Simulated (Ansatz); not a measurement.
Planning a GW calculation on ZnSe (Stilleite).

```xyz
2
Lattice="0.0000 2.8338 2.8338 2.8338 0.0000 2.8338 2.8338 2.8338 0.0000" Properties=species:S:1:pos:R:3 pbc="T T T"
Zn    0.0000    0.0000    0.0000
Se    1.4169    1.4169    1.4169
```

The cell and positions come from the Crystallography Open Database and are kept as given unless a step says otherwise. PAW set soft_2, made with PBE.

Runs so far (Ansatz 0.2.0, start PBE, default PAW files, 6×6×6 mesh). Times are wall times on 1 × NVIDIA H100 80GB HBM3 (shared by 6 runs) with 3 threads of AMD EPYC 7R13 (Zen 3), shared host, good to a factor of about two.

```
bands summed  cutoff (eV)  gap on the mesh (eV)  time
          62           60                 2.444  10 s
         149          120                 2.374  19 s
```

Q: What should the next rung give, with 306 bands and screening to 200 eV, and where is the limit?

The error falls about as one over the bands when the cutoff rises with them. A line through the two highest rungs given predicts 2.349 eV; the run gave 2.337 eV, close to it. The two highest rungs put the limit near 2.301 eV, the pair below near 2.325 eV; their difference is a rough measure of what is unsettled in bands and cutoff; the mesh is a separate error.

Gaps are over the mesh's points; an edge off the mesh would be missed. Limits: not at the basis limit; no spin-orbit coupling.

[Paths, hosts, dates, memory and timing lines, banners, echoed tables and standing remarks are left out of the program output.]

[Logs are printed without paths, hosts, clocks, repeated set-up lines and the standing remarks that a program may print on its own settings, such as how far it seeks lower states.]

[Runs of the session that timed out or met a known fault of the program may be left out.]

[Cells called generated may have been cut or substituted from an entry of the Crystallography Open Database or the Materials Project.]

[Hosts, paths, dates, database ids (printed as entryN), source tags and the programs' standing remarks are cut or masked in the printed files.]
